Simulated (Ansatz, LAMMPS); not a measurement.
# What went wrong? liquid Mg at 1150 K (73 atoms)

Program: Ansatz 0.2.0. The cell: 73 Mg.

input.yaml

```yaml
crystal:
  lattice:
    - [12.7533, 0.0, 0.0]
    - [0.0, 12.7533, 0.0]
    - [0.0, 0.0, 12.7533]
  atoms:
    - { symbol: Mg, position: [0.79643, 0.66388, 0.96632] }
    - { symbol: Mg, position: [0.92499, 0.77678, 0.12276] }
    - { symbol: Mg, position: [0.8532, 0.95916, 0.96891] }
    - { symbol: Mg, position: [0.08074, 0.97796, 0.07202] }
    - { symbol: Mg, position: [0.5511, 0.06003, 0.58843] }
    - { symbol: Mg, position: [0.14718, 0.54321, 0.30914] }
    - { symbol: Mg, position: [0.44565, 0.03991, 0.06323] }
    - { symbol: Mg, position: [0.02257, 0.03214, 0.46029] }
    - { symbol: Mg, position: [0.93099, 0.14941, 0.06701] }
    - { symbol: Mg, position: [0.52226, 0.71234, 0.40168] }
    - { symbol: Mg, position: [0.68136, 0.12411, 0.97099] }
    - { symbol: Mg, position: [0.84028, 0.45498, 0.91966] }
    - { symbol: Mg, position: [0.41956, 0.73031, 0.6458] }
    - { symbol: Mg, position: [0.97864, 0.79009, 0.35236] }
    - { symbol: Mg, position: [0.53917, 0.94486, 0.33005] }
    - { symbol: Mg, position: [0.64042, 0.57645, 0.80495] }
    - { symbol: Mg, position: [0.71113, 0.34056, 0.10004] }
    - { symbol: Mg, position: [0.48777, 0.79435, 0.1594] }
    [... 49 atom lines left out ...]
    - { symbol: Mg, position: [0.39521, 0.51753, 0.7283] }
    - { symbol: Mg, position: [0.47381, 0.30536, 0.11071] }
    - { symbol: Mg, position: [0.1693, 0.67293, 0.66873] }
    - { symbol: Mg, position: [0.63975, 0.845, 0.56907] }
    - { symbol: Mg, position: [0.79438, 0.56131, 0.39675] }
    - { symbol: Mg, position: [0.08783, 0.58119, 0.98812] }
kpoints:
  mp_grid: { grid: [2, 2, 2] }
hamiltonian:
  xc: pbe
scf:
  occupations: { method: fermi_dirac, width: 0.1 }
  eigensolver: { kind: { support_functions: { accuracy: medium, radius: 3.86 } } }
  max_iter: 150
output:
  forces: true
  eigenvalues: true
```

On the command line:

```bash
$ ansatz run input.yaml --threads 8 --pin off --max-ram 15872MiB --backend cpu --events-out ev --progress --plain --runs-dir out
```

The program printed:

```text
Warning: scf.eigensolver.kind.support_functions: disabling space-group detection — the functions' gradient is summed over unrotated k-points, so no spatial operation reduces the k-mesh or symmetrises the density; time reversal is kept, so that k and −k are solved as one point where they differ and the mesh holds both, and exact exchange and, on two spinor components, a DFT+U term hold to it where the run has them: [...]
settings of this run that can trade accuracy for cost: scf.eigensolver.kind.support_functions [...]
Engine: ansatz 0.2.0, x86_64-unknown-linux-gnu
Pseudopotentials: kind: paw
Pseudopotential: Mg, paw, valence charge 10, recommended cutoff 420 eV (normal), Mg.paw.azcp
[... 5 lines on functional and potentials left out ...]
Error: SCF: the radius of support functions is under 4.31 Å, the least for these sites at the functions' level (scf.eigensolver.kind.support_functions.accuracy). Use scf.eigensolver.kind: auto, or type scf.eigensolver.kind.support_functions.radius at least as long, [...]
```

Run time: 0.78 s. Hardware: 8 threads of Intel Xeon Platinum 8259CL at 2.50GHz (Skylake/Cascade Lake), shared host; peak memory 0.29 GiB.

Q: Name the fault and the fix.

A radius under the least that the level allows: support_functions.radius = 3.86.

The fix is to use a longer radius.

The run ended with an error.

[Logs are printed without paths, hosts, clocks, repeated set-up lines and the standing remarks that a program may print on its own settings, such as how far it seeks lower states.]

[Hosts, paths, dates, database ids (printed as entryN), source tags and the programs' standing remarks are cut or masked in the printed files.]
